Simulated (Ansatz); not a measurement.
# Transmission past a defect: Cu wire along [110], 4 atoms a period, vacancy of one Cu

What does the defect do to the conductance?

Calculated with Ansatz 0.2.0; DFT PBE, plane waves, PAW; relaxation of a wire's period, in the first sound run; inputs show where later runs differ.

## Step 1: The structure

The cell holds 4 atoms: 4 Cu. Cell: a = 8.615 Å, b = 10.650 Å, c = 2.567 Å, α = 90.0°, β = 90.0°, γ = 90.0°. Vacuum lies along a and b. The structure's axis is c.

## Step 2: The relaxed wire

Band widths follow the bond lengths, so the wire is relaxed first. The atoms and the third cell vector are free; the box across stays fixed as vacuum. A Fermi-Dirac smearing is set since the result may be a metal. The pressure printed is a third of the stress's trace over the whole box, vacuum included; only the stress along the axis is relaxed.

Input file input.yaml:

```yaml
crystal:
  lattice:
    - [8.615, 0.0, 0.0]
    - [0.0, 10.65, 0.0]
    - [0.0, 0.0, 2.5667976157]
  atoms:
    - { symbol: Cu, position: [0.394660476, 0.439755757, 0.0] }
    - { symbol: Cu, position: [0.605339524, 0.319248826, 0.5] }
    - { symbol: Cu, position: [0.605339524, 0.560262687, 0.5] }
    - { symbol: Cu, position: [0.394660476, 0.680769617, 0.0] }
kpoints:
  mp_grid: { grid: [1, 1, 32] }
scf:
  occupations: { method: fermi_dirac, width: 0.05 }
hamiltonian:
  xc: pbe
relax:
  cell: { fix: [a, b, alpha, beta, gamma] }
  max_steps: 60
```

Launch:

```bash
$ ansatz run input.yaml --threads 4 --pin off --max-ram 16384MiB --backend cpu --events-out ev --progress --plain --runs-dir out
```

Numbers of over 12 decimals in the logs are rounded to 6 here.

The log of the run:

```text
Engine: ansatz 0.2.0, aarch64-unknown-linux-gnu
Pseudopotentials: kind: paw
Pseudopotential: Cu, paw, valence charge 19, recommended cutoff 420 eV (normal), Cu.paw.azcp
Functional definition: PBE
  parameter kappa = 0.804
  parameter beta = 0.066725
  exchange = pbe_x(kappa = kappa, mu = beta*pi^2/3)
  correlation = pbe_c(beta = beta)
Crystal: 4 atoms, lattice volume = 235.503 Å³
Basis set: ecut = 420 eV, 4611 PW (Γ), exchange–correlation on 120×144×36 points (8 copies of the dense FFT grid, shifted against one another)
Bands: 46, of which v1, the nominal top of the filled ones, is band 38 counted from 1 (37 counted from 0)
Symmetry: 4 space group operations
Space group: P21/m (ITA 11), of the structure as read, at distance tolerance 6.2e-5 Å
k-points: 17 of 32
Non-local potential: Cu, projectors of the file, l = 0: 3, l = 1: 2, l = 2: 3, l = 3: 1
PAW form: soft (Blöchl's): semilocal exchange-correlation on the pseudo side does not see the compensation charge
PAW one-centre angular grid: Cu, 590 points (default); XC on 64 Gauss nodes
Initial density: superposition of atomic densities (neutral atoms: chi_scale 0, normalization atom), corrected by the library's trained network
Initial wavefunctions: pseudopotential atomic-orbital guess
Functional: x = pbe(κ = 0.804, μ = 0.219515), c = pbe(β = 0.066725)
SCF iter   1: F=—  HF=-26496.329766 eV  |F-HF|=—  |Δ(HF+E_count)|=         —  Δρ=3.25e-3  dr2=2.97e-2  ethr=1.77e-3  ⟨swp⟩=7.2  Hψ=3272  notcnv=0  defer=4
preconditioner: auto → LDOS  [metal: Δε(μ)=0.025 eV  Ē_g=5.909 eV  σ=0.050 eV  W_gap=0.13  n_scr=32 (ndim 8)  ℏωp=16.1 eV  f_vac=0.661  D(μ)=2.55/eV (n_scr^D=14)  β→1.0]
SCF iter   2: F=—  HF=-26496.333949 eV  |F-HF|=—  |Δ(HF+E_count)|=   4.18e-3  Δρ=4.69e-3  dr2=3.87e-2  ethr=3.91e-5  ⟨swp⟩=2.6  Hψ=1671  notcnv=0  defer=28
SCF iter   3: F=—  HF=-26496.329915 eV  |F-HF|=—  |Δ(HF+E_count)|=   4.03e-3  Δρ=3.38e-3  dr2=1.65e-2  ethr=3.91e-5  ⟨swp⟩=2.0  Hψ=1508  notcnv=0  defer=28
SCF iter   4: F=—  HF=-26496.326792 eV  |F-HF|=—  |Δ(HF+E_count)|=   3.12e-3  Δρ=5.23e-4  dr2=1.10e-3  ethr=2.17e-5  ⟨swp⟩=2.0  Hψ=1215  notcnv=0  defer=28
SCF iter   5: F=—  HF=-26496.326589 eV  |F-HF|=—  |Δ(HF+E_count)|=   2.03e-4  Δρ=2.16e-4  dr2=1.11e-4  ethr=1.44e-6  ⟨swp⟩=2.1  Hψ=1167  notcnv=0  defer=28
SCF iter   6: F=—  HF=-26496.326588 eV  |F-HF|=—  |Δ(HF+E_count)|=   5.79e-7  Δρ=1.98e-4  dr2=5.96e-5  ethr=1.46e-7  ⟨swp⟩=2.0  Hψ=1184  notcnv=0  defer=28
SCF iter   7: F=—  HF=-26496.326629 eV  |F-HF|=—  |Δ(HF+E_count)|=   4.01e-5  Δρ=5.40e-5  dr2=6.17e-6  ethr=7.84e-8  ⟨swp⟩=2.0  Hψ=1085  notcnv=0  defer=28
SCF iter   8: F=—  HF=-26496.326629 eV  |F-HF|=—  |Δ(HF+E_count)|=   1.27e-7  Δρ=1.68e-5  dr2=9.11e-7  ethr=8.12e-9  ⟨swp⟩=2.5  Hψ=1088  notcnv=0  defer=28
SCF iter   9: F=-26496.326629 eV  HF=-26496.326629 eV  |F-HF|=8.22e-9  |Δ(HF+E_count)|=   2.56e-8  Δρ=3.02e-6  dr2=3.93e-8  ethr=1.32e-10  ⟨swp⟩=3.1  Hψ=2811  notcnv=0
SCF 1 converged in 9 iterations: F = -26496.326629 eV  dr2 = 3.93e-8
  greatest PAW one-centre occupation: 1.000 electrons in one spin orbital (limit 2), on the Cu atom at site 3 (counted from 0), in its partial waves of l = 0
relax step   1: F+E_penalty+E_count = -26496.32662863 eV  Δ(F+E_penalty+E_count) = +0.000e0 eV  max|allowed force component| = 6.879e-1 eV/Å  Δτ_max = 0.0000 Å  P = -2.109 GPa  Ω = 235.503 Å³  fix = [a, b, alpha, beta, gamma]  reactions: a -1.158, b -1.948 GPa; gamma -0.594 GPa/rad  (9 SCF iters, dr2 threshold 1.00e-7 eV, accepted)
Crystal: 4 atoms, lattice volume = 229.683 Å³
Basis set: ecut = 420 eV, 4467 PW (Γ), exchange–correlation on 120×144×36 points (8 copies of the dense FFT grid, shifted against one another)
Initial density: handed on by an earlier stage of this run
Initial wavefunctions: those handed on with the density
iter 1 solved again at ethr=1.36e-4 eV; its pass at ethr=3.10e-3 eV (dr2=1.03e-1 eV) is discarded
SCF iter   1: F=—  HF=-26496.547648 eV  |F-HF|=—  |Δ(HF+E_count)|=         —  Δρ=8.47e-3  dr2=1.04e-1  ethr=1.36e-4  ⟨swp⟩=2.5  Hψ=3675  notcnv=0
preconditioner: auto → LDOS  [metal: Δε(μ)=0.030 eV  Ē_g=6.103 eV  σ=0.050 eV  W_gap=0.14  n_scr=36 (ndim 8)  ℏωp=16.3 eV  f_vac=0.665  D(μ)=2.44/eV (n_scr^D=14)  β→1.0]
SCF iter   2: F=—  HF=-26496.663941 eV  |F-HF|=—  |Δ(HF+E_count)|=   1.16e-1  Δρ=2.16e-2  dr2=6.11e-1  ethr=1.36e-4  ⟨swp⟩=2.9  Hψ=1596  notcnv=0  recentre
SCF iter   3: F=—  HF=-26496.529495 eV  |F-HF|=—  |Δ(HF+E_count)|=   1.34e-1  Δρ=3.61e-3  dr2=1.96e-2  ethr=1.36e-4  ⟨swp⟩=2.2  Hψ=1647  notcnv=0  defer=32
SCF iter   4: F=—  HF=-26496.525667 eV  |F-HF|=—  |Δ(HF+E_count)|=   3.83e-3  Δρ=6.29e-4  dr2=5.81e-4  ethr=2.57e-5  ⟨swp⟩=2.0  Hψ=1213  notcnv=0  defer=32
SCF iter   5: F=—  HF=-26496.525691 eV  |F-HF|=—  |Δ(HF+E_count)|=   2.49e-5  Δρ=5.55e-4  dr2=4.84e-4  ethr=7.64e-7  ⟨swp⟩=2.6  Hψ=1382  notcnv=0  defer=32
SCF iter   6: F=—  HF=-26496.525643 eV  |F-HF|=—  |Δ(HF+E_count)|=   4.80e-5  Δρ=1.63e-4  dr2=5.50e-5  ethr=6.37e-7  ⟨swp⟩=2.5  Hψ=1087  notcnv=0  defer=32
SCF iter   7: F=—  HF=-26496.525730 eV  |F-HF|=—  |Δ(HF+E_count)|=   8.64e-5  Δρ=4.96e-5  dr2=5.00e-6  ethr=7.23e-8  ⟨swp⟩=2.1  Hψ=994  notcnv=0  defer=32
SCF iter   8: F=-26496.525730 eV  HF=-26496.525730 eV  |F-HF|=8.89e-8  |Δ(HF+E_count)|=   5.28e-9  Δρ=9.31e-6  dr2=1.49e-7  ethr=5.26e-10  ⟨swp⟩=3.5  Hψ=3204  notcnv=0
SCF 2 converged in 8 iterations: F = -26496.525730 eV  dr2 = 1.49e-7
relax step   2: F+E_penalty+E_count = -26496.52572998 eV  Δ(F+E_penalty+E_count) = -1.991e-1 eV  max|allowed force component| = 3.618e-1 eV/Å  Δτ_max = 0.0770 Å  P = -1.089 GPa  Ω = 229.683 Å³  energy of the carried Pulay correction = +8.789e-4 eV  fix = [a, b, alpha, beta, gamma]  reactions: a -0.454, b -0.995 GPa; gamma -0.316 GPa/rad  (8 SCF iters, dr2 threshold 4.00e-7 eV, accepted)
Crystal: 4 atoms, lattice volume = 221.633 Å³
Basis set: ecut = 420 eV, 4291 PW (Γ), exchange–correlation on 120×144×36 points (8 copies of the dense FFT grid, shifted against one another)
iter 1 solved again at ethr=2.37e-4 eV; its pass at ethr=3.10e-3 eV (dr2=1.80e-1 eV) is discarded
SCF iter   1: F=—  HF=-26496.618562 eV  |F-HF|=—  |Δ(HF+E_count)|=         —  Δρ=1.14e-2  dr2=1.84e-1  ethr=2.37e-4  ⟨swp⟩=2.1  Hψ=4079  notcnv=0
preconditioner: auto → LDOS  [metal: Δε(μ)=0.036 eV  Ē_g=6.435 eV  σ=0.050 eV  W_gap=0.17  n_scr=36 (ndim 8)  ℏωp=16.5 eV  f_vac=0.672  D(μ)=2.25/eV (n_scr^D=10)  β→1.0]
SCF iter   2: F=—  HF=-26496.805216 eV  |F-HF|=—  |Δ(HF+E_count)|=   1.87e-1  Δρ=2.78e-2  dr2=9.83e-1  ethr=2.37e-4  ⟨swp⟩=3.6  Hψ=1972  notcnv=0  recentre
SCF iter   3: F=—  HF=-26496.585900 eV  |F-HF|=—  |Δ(HF+E_count)|=   2.19e-1  Δρ=4.43e-3  dr2=2.70e-2  ethr=2.37e-4  ⟨swp⟩=3.1  Hψ=1756  notcnv=0  defer=36
SCF iter   4: F=—  HF=-26496.580222 eV  |F-HF|=—  |Δ(HF+E_count)|=   5.68e-3  Δρ=7.13e-4  dr2=6.92e-4  ethr=3.56e-5  ⟨swp⟩=2.0  Hψ=1209  notcnv=0  defer=36
SCF iter   5: F=—  HF=-26496.580369 eV  |F-HF|=—  |Δ(HF+E_count)|=   1.47e-4  Δρ=6.70e-4  dr2=5.99e-4  ethr=9.10e-7  ⟨swp⟩=2.4  Hψ=1380  notcnv=0  defer=36
SCF iter   6: F=—  HF=-26496.580264 eV  |F-HF|=—  |Δ(HF+E_count)|=   1.04e-4  Δρ=1.27e-4  dr2=2.77e-5  ethr=7.88e-7  ⟨swp⟩=2.0  Hψ=1157  notcnv=0  defer=36
SCF iter   7: F=—  HF=-26496.580326 eV  |F-HF|=—  |Δ(HF+E_count)|=   6.12e-5  Δρ=3.99e-5  dr2=3.21e-6  ethr=3.64e-8  ⟨swp⟩=2.1  Hψ=1066  notcnv=0  defer=36
SCF iter   8: F=-26496.580327 eV  HF=-26496.580327 eV  |F-HF|=4.70e-8  |Δ(HF+E_count)|=   1.17e-6  Δρ=1.39e-5  dr2=3.85e-7  ethr=5.26e-10  ⟨swp⟩=3.6  Hψ=3280  notcnv=0
SCF 3 converged in 8 iterations: F = -26496.580327 eV  dr2 = 3.85e-7
relax step   3: F+E_penalty+E_count = -26496.58032674 eV  Δ(F+E_penalty+E_count) = -5.460e-2 eV  max|allowed force component| = 1.917e-1 eV/Å  Δτ_max = 0.0928 Å  P = +0.607 GPa  Ω = 221.633 Å³  energy of the carried Pulay correction = +2.131e-3 eV  fix = [a, b, alpha, beta, gamma]  reactions: a +0.525, b +0.587 GPa; gamma +0.128 GPa/rad  (8 SCF iters, dr2 threshold 4.00e-7 eV, accepted)
[...]
relax step   4: F+E_penalty+E_count = -26496.59014666 eV  Δ(F+E_penalty+E_count) = -9.820e-3 eV  max|allowed force component| = 1.665e-2 eV/Å  Δτ_max = 0.0282 Å  P = +0.007 GPa  Ω = 223.593 Å³  energy of the carried Pulay correction = +1.822e-3 eV  fix = [a, b, alpha, beta, gamma]  reactions: a +0.111, b +0.003 GPa; gamma -0.035 GPa/rad  (7 SCF iters, dr2 threshold 4.00e-7 eV, accepted)
[...]
relax step   5: F+E_penalty+E_count = -26496.59035063 eV  Δ(F+E_penalty+E_count) = -2.040e-4 eV  max|allowed force component| = 4.205e-3 eV/Å  Δτ_max = 0.0035 Å  P = +0.058 GPa  Ω = 223.337 Å³  energy of the carried Pulay correction = +1.863e-3 eV  fix = [a, b, alpha, beta, gamma]  reactions: a +0.145, b +0.035 GPa; gamma -0.007 GPa/rad  (6 SCF iters, dr2 threshold 2.20e-8 eV, accepted)
Initial wavefunctions: pseudopotential atomic-orbital guess (no wavefunctions were taken with the density)
iter 1 solved again at ethr=4.03e-6 eV; its pass at ethr=3.10e-3 eV (dr2=3.06e-3 eV) is discarded
SCF iter   1: F=—  HF=-26496.587593 eV  |F-HF|=—  |Δ(HF+E_count)|=         —  Δρ=1.00e-4  dr2=3.64e-6  ethr=4.03e-6  ⟨swp⟩=2.9  Hψ=5106  notcnv=0
eigensolver tolerance schedule: the retry pair's looser diagonalisation over-reported the residual by 839.80 of it (diagonalisation noise at an unbounded share of the residual, at the tolerance the schedule requests for it); recorded, not acted on — ethr = c·dr2/N_el stays at c = 1.0e-1
preconditioner: auto → LDOS  [metal: Δε(μ)=0.032 eV  Ē_g=6.452 eV  σ=0.050 eV  W_gap=0.16  n_scr=36 (ndim 8)  ℏωp=16.5 eV  f_vac=0.670  D(μ)=2.16/eV (n_scr^D=10)  β→1.0]
SCF iter   2: F=—  HF=-26496.587681 eV  |F-HF|=—  |Δ(HF+E_count)|=   8.81e-5  Δρ=2.49e-4  dr2=8.49e-5  ethr=4.80e-9  ⟨swp⟩=3.0  Hψ=1804  notcnv=0
SCF iter   3: F=—  HF=-26496.587681 eV  |F-HF|=—  |Δ(HF+E_count)|=   2.91e-7  Δρ=2.63e-4  dr2=8.66e-5  ethr=4.80e-9  ⟨swp⟩=3.0  Hψ=1863  notcnv=0
SCF iter   4: F=—  HF=-26496.587663 eV  |F-HF|=—  |Δ(HF+E_count)|=   1.76e-5  Δρ=8.09e-5  dr2=7.81e-6  ethr=4.80e-9  ⟨swp⟩=2.3  Hψ=1585  notcnv=0
SCF iter   5: F=—  HF=-26496.587662 eV  |F-HF|=—  |Δ(HF+E_count)|=   1.68e-6  Δρ=1.91e-5  dr2=5.60e-7  ethr=4.80e-9  ⟨swp⟩=2.0  Hψ=1329  notcnv=0
SCF iter   6: F=—  HF=-26496.587662 eV  |F-HF|=—  |Δ(HF+E_count)|=   5.38e-8  Δρ=2.38e-6  dr2=2.43e-8  ethr=7.37e-10  ⟨swp⟩=2.0  Hψ=1046  notcnv=0
SCF iter   7: F=—  HF=-26496.587662 eV  |F-HF|=—  |Δ(HF+E_count)|=   8.25e-9  Δρ=1.35e-6  dr2=5.03e-9  ethr=3.20e-11  ⟨swp⟩=2.1  Hψ=1162  notcnv=0
SCF iter   8: F=—  HF=-26496.587662 eV  |F-HF|=—  |Δ(HF+E_count)|=  1.09e-10  Δρ=3.45e-7  dr2=4.74e-10  ethr=6.61e-12  ⟨swp⟩=1.9  Hψ=897  notcnv=0
SCF iter   9: F=-26496.587662 eV  HF=-26496.587662 eV  |F-HF|=6.18e-11  |Δ(HF+E_count)|=  5.09e-11  Δρ=1.08e-7  dr2=2.15e-11  ethr=1.00e-12  ⟨swp⟩=3.8  Hψ=3228  notcnv=0
SCF 6 converged in 9 iterations: F = -26496.587662 eV  dr2 = 2.15e-11
relax step   6: F+E_penalty+E_count = -26496.58766171 eV  Δ(F+E_penalty+E_count) = +2.689e-3 eV  max|allowed force component| = 4.178e-3 eV/Å  Δτ_max = 0.0000 Å  P = +0.067 GPa  Ω = 223.337 Å³  fix = [a, b, alpha, beta, gamma]  reactions: a +0.150, b +0.040 GPa; gamma -0.005 GPa/rad  stress off target by 9.73e-3 GPa on what of the cell is left free  SCF on the basis re-selected at this cell (its energy is not comparable with the rows above)  (9 SCF iters)
basis re-selected at this cell: Δ(F+E_penalty+E_count) = +2.689e-3 eV, ΔP = +0.009 GPa vs the last step (what re-selecting the basis moved, of the pressure what is left beyond the Pulay correction that the steps carried, after the strain that the cell walked since its last selection, with what the two solves' SCF thresholds leave and, on support functions, any second-order correction that the steps lacked; it is no m [...]
SCF converged after 9 iterations
Free energy (F): -26496.587662 eV
Harris-Foulkes:  -26496.587662 eV  (|F-HF|=6.18e-11)
Internal energy: -26496.570397 eV  (E = F + TS)
E sigma→0 (E₀):  -26496.579029 eV
Entropy (-TS):   -0.017265 eV (-4.316 meV/atom)
Fermi energy:    0.172366 eV
--- Per-component energies (eV) ---
  E_band       = -2653.504359
  E_kinetic    = 1199.505520
  E_local      = -48865.344766  (includes V_loc(G=0)·N_el)
  E_nonlocal   = 1580.049166
  E_hartree    = 22863.577007
  E_xc         = -350.815287
  E_vxc        = -451.932122  (∫ρ·V_xc dr)
  E_paw        = -6670.686083  (= ΣΔE_a)
  E_vpaw       = -1842.937505  (= ΣTr[D̂ρ^β])
  E_aug_tail   = 0.001196  (compensation charges beyond the density's cutoff)
  E_ewald      = 3747.142850
  E_smearing   = -0.017265  (= −TS)
  E_closure    = -0.000000  (closes the sum)
  Σ components = -26496.587662   (vs F -26496.587662, Δ=0.00e0)
--- Forces (eV/Å), atoms counted from 1 ---
  atom   1  Cu    -0.00072312    -0.00417808     0.00000000
  atom   2  Cu    -0.00182175    -0.00094275     0.00000000
  atom   3  Cu     0.00072312     0.00417808     0.00000000
  atom   4  Cu     0.00182175     0.00094275     0.00000000
  max |Σ_I F_I| component: 4.34e-19 eV/Å
--- Stress (GPa, compression-positive) ---
        0.150378       0.005195       0.000000
        0.005195       0.039981       0.000000
        0.000000       0.000000       0.009727
  P = ⅓ Tr σ = 0.0667 GPa (0.667 kbar)
--- Relaxed structure (5 steps of the walk, 5 accepted, 1 SCFs on fresh bases) ---
  F+E_penalty+E_count = -26496.58766171 eV   max|allowed force component| = 4.178e-3 eV/Å   (the final SCF, on the basis selected at the relaxed cell)
  cell:  # Å, volume = 223.3367 Å³
    - [8.615, 0, 0.0]
    - [0, 10.65, 0.0]
    - [0.0, 0.0, 2.434195]
  atoms:
    - { symbol: Cu, position: [0.393194, 0.442037, 0.0] }
    - { symbol: Cu, position: [0.598664, 0.331706, 0.5] }
    - { symbol: Cu, position: [0.606806, 0.557963, 0.5] }
    - { symbol: Cu, position: [0.401336, 0.668294, 0.0] }
```

It took 20 s on 4 threads of Arm Neoverse V1, shared host; peak memory 0.63 GiB; 72 s of CPU time.

Relaxation path:

| step | energy less that of the first step (eV) | largest force component (eV/Å) | pressure (GPa) | volume (Å³) |
| --- | --- | --- | --- | --- |
| 1 | 0.0000 | 0.6879 | -2.11 | 235.50 |
| 2 | -0.1991 | 0.3618 | -1.09 | 229.68 |
| 3 | -0.2537 | 0.1917 | 0.61 | 221.63 |
| 4 | -0.2635 | 0.0167 | 0.01 | 223.59 |
| 5 | -0.2637 | 0.0042 | 0.06 | 223.34 |
| 6* | -0.2610 | 0.0042 | 0.07 | 223.34 |

Relaxation steps marked * repeat the geometry before them on a plane-wave basis chosen anew for their cell, so energy and pressure can jump there.

The run keeps the 4 symmetry operations that it works with, so distortions that break them were not tested.

```
cell as run  before  after  change
      c (Å)   2.567  2.434  -5.2 %
```

The atoms that moved most (Å, along periodic axes as changes of fractional coordinates times the final cell, across vacuum about the mean position):

```csv
atom,dx,dy,dz,length
Cu2,-0.058,0.133,0.000,0.145
Cu4,0.058,-0.133,0.000,0.145
Cu3,0.013,-0.024,0.000,0.027
Cu1,-0.013,0.024,0.000,0.027
```

Final coordinates:

```xyz
4
Lattice="8.6150 0.0000 0.0000 0.0000 10.6500 0.0000 0.0000 0.0000 2.4342" Properties=species:S:1:pos:R:3
Cu    3.3874    4.7077    0.0000
Cu    5.1575    3.5327    1.2171
Cu    5.2276    5.9423    1.2171
Cu    3.4575    7.1173    0.0000
```

This step gave:

* energy at zero smearing: -26496.5790 eV
* cell length along the wire: 2.434 Å

The cell's length comes to 2.434 Å with spin left out.

(Continued in part 2 of 4.)

[Logs are printed without paths, hosts, clocks, repeated set-up lines and the standing remarks that a program may print on its own settings, such as how far it seeks lower states.]

[Hosts, paths, dates, database ids (printed as entryN), source tags and the programs' standing remarks are cut or masked in the printed files.]
